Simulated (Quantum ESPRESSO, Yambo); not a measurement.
An input for Quantum ESPRESSO 7.5 (SnO2 (Cassiterite)):

```
&control
  calculation = 'nscf'
  prefix = 'x'
  outdir = 'o'
  pseudo_dir = 'pseudo'
/
&system
  ibrav = 0
  nat = 6
  ntyp = 2
  ecutwfc = 84.0
  nbnd = 196
  force_symmorphic = .true.
/
&electrons
  conv_thr = 1e-9
  electron_maxstep = 80
  diago_full_acc = .true.
  diago_thr_init = 5e-6
/
ATOMIC_SPECIES
  Sn 118.71 Sn.upf
  O 15.999 O.upf
CELL_PARAMETERS angstrom
  4.6432400000 0.0000000000 0.0000000000
  0.0000000000 4.6432400000 0.0000000000
  0.0000000000 0.0000000000 3.1227700000
ATOMIC_POSITIONS crystal
  Sn 0.0000000000 0.0000000000 0.0000000000
  Sn 0.5000000000 0.5000000000 0.5000000000
  O 0.3071000000 0.3071000000 0.0000000000
  O 0.1929000000 0.8071000000 0.5000000000
  O 0.6929000000 0.6929000000 0.0000000000
  O 0.8071000000 0.1929000000 0.5000000000
K_POINTS automatic
  4 4 4 0 0 0
```

```sh
OMP_NUM_THREADS=1 mpirun -n 8 pw.x -nk 4 -in pw.in > pw.out
```

Question: How long will it take on 8 MPI ranks of Arm Neoverse V2, shared host, and how much memory?

It took 37 s; on shared hardware allow 18 s to 73 s. Peak host memory was 0.81 GiB.

[Paths, hosts, dates, memory and timing lines, banners, echoed tables and standing remarks are left out of the program output.]

[Logs are printed without paths, hosts, clocks, repeated set-up lines and the standing remarks that a program may print on its own settings, such as how far it seeks lower states.]

[Runs of the session that timed out or met a known fault of the program may be left out.]

[Hosts, paths, dates, database ids (printed as entryN), source tags and the programs' standing remarks are cut or masked in the printed files.]
